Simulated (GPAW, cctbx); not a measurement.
## By hand: from a DFT structure factor to an extinction distance in CaMgI4

CaMgI4, Cmmm (no. 65), a = 10.2686 Å, b = 10.2944 Å, c = 4.5104 Å, α = 90.00°, β = 90.00°, γ = 90.00°.

| atom | mult. | x | y | z |
| --- | --- | --- | --- | --- |
| I1 | 4 | 0.1873 | 0 | 1/2 |
| I2 | 4 | 1/2 | 0.2078 | 0 |
| Ca1 | 2 | 1/2 | 0 | 1/2 |
| Mg1 | 2 | 0 | 0 | 0 |

The cell comes from substitution in a known structure type and wasn't matched to any measured phase.

A DFT run (GPAW, PBE, 450 eV, 4×3×3 k-points (along the axes of the calculation cell), Fermi–Dirac width 0.05 eV) gives the static X-ray structure factor of 020 as 82.903 e for the conventional cell; superposed free atoms give 83.277 e. **Problem.** Find the Fourier component V of the crystal potential and the two-beam extinction distance at 200 kV in both cases.

### 1. Geometry

The cell volume is Ω = 476.79 Å³ and d(020) = 5.1472 Å, so g = 1/d = 0.1943 Å⁻¹.

### 2. The nuclei

Electrons feel nuclei as well as electrons, so the nuclear charges are summed with the same phases.

Phase sums Σ exp(2πi h·x), turned so that the total is real and positive: I +0.550, Ca +2.000, Mg +2.000. Then F_Z = 53 × (+0.550) + 20 × (+2.000) + 12 × (+2.000) = 93.17 e. The electron term has the same sign for this reflection.

### 3. Mott–Bethe

Poisson's equation, term by term, gives V = (e/4πε₀)(F_Z − F)/(πΩg²), with e/4πε₀ = 14.3996 V Å.

The prefactor is 14.3996 × 5.1472²/(π × 476.79) = 0.25469 V per electron. Free atoms: (93.17 − 83.277) × 0.25469 = 2.520 V. Crystal: (93.17 − 82.903) × 0.25469 = 2.615 V. F changes by -0.45 % and V by +3.8 %: the same 0.37 e is measured against F_Z − F = 9.9 e in place of F = 83.3 e.

### 4. Extinction distance

In the two-beam case ξ = 1/(λU) with U = 2γm₀eV/h², that is ξ = 150.41 V Å²/(γλV).

At 200 kV, λ = 0.02508 Å and γ = 1.3914. Free atoms: ξ = 1711 Å. Crystal: ξ = 1648 Å. The thickness fringes go as sin²(πt/ξ), so the two patterns slip by a quarter of a period when t|1/ξ₁ − 1/ξ₀| = 1/4, at t ≈ 1131 nm, thicker than usual samples. Thermal motion, absorption and many-beam coupling, left out here, change a real pattern.

### 5. Answer

V(020) is 2.61 V against 2.52 V, and ξ is 1648 against 1711 Å. Limits: static atoms, two beams.
